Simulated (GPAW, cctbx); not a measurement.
# By hand: from a DFT structure factor to an extinction distance in CdOs5

CdOs5, P6/mmm (no. 191), a = 5.0594 Å, b = 5.0594 Å, c = 4.5732 Å, α = 90.00°, β = 90.00°, γ = 120.00°.

| atom | mult. | x | y | z |
| --- | --- | --- | --- | --- |
| Os1 | 3 | 0 | 1/2 | 1/2 |
| Os2 | 2 | 2/3 | 1/3 | 0 |
| Cd1 | 1 | 0 | 0 | 0 |

The cell comes from substitution in a known structure type and wasn't matched to any measured phase.

A DFT run (GPAW, PBE, 450 eV, 5×5×5 k-points, Fermi–Dirac width 0.1 eV) gives the static X-ray structure factor of 001 as 27.097 e for the conventional cell; superposed free atoms give 26.853 e. **Problem.** Find the Fourier component V of the crystal potential and the two-beam extinction distance at 120 kV in both cases.

## Step 1: Geometry

The cell volume is Ω = 101.38 Å³ and d(001) = 4.5732 Å, so g = 1/d = 0.2187 Å⁻¹.

## Step 2: The nuclei

Electrons feel nuclei as well as electrons, so the nuclear charges are summed with the same phases.

Phase sums Σ exp(2πi h·x), turned so that the total is real and positive: Os +1.000, Cd -1.000. Then F_Z = 76 × (+1.000) + 48 × (-1.000) = 28.00 e. The electron term has the same sign for this reflection.

## Step 3: Mott–Bethe

Poisson's equation, term by term, gives V = (e/4πε₀)(F_Z − F)/(πΩg²), with e/4πε₀ = 14.3996 V Å.

The prefactor is 14.3996 × 4.5732²/(π × 101.38) = 0.94555 V per electron. Free atoms: (28.00 − 26.853) × 0.94555 = 1.085 V. Crystal: (28.00 − 27.097) × 0.94555 = 0.854 V. F changes by +0.91 % and V by -21.3 %: the same 0.24 e is measured against F_Z − F = 1.1 e in place of F = 26.9 e.

## Step 4: Extinction distance

In the two-beam case ξ = 1/(λU) with U = 2γm₀eV/h², that is ξ = 150.41 V Å²/(γλV).

At 120 kV, λ = 0.03349 Å and γ = 1.2348. Free atoms: ξ = 3353 Å. Crystal: ξ = 4259 Å. The thickness fringes go as sin²(πt/ξ), so the two patterns slip by a quarter of a period when t|1/ξ₁ − 1/ξ₀| = 1/4, at t ≈ 394 nm. Thermal motion, absorption and many-beam coupling, left out here, change a real pattern.

## Step 5: Answer

V(001) is 0.85 V against 1.08 V, and ξ is 4259 against 3353 Å. Limits: static atoms, two beams.
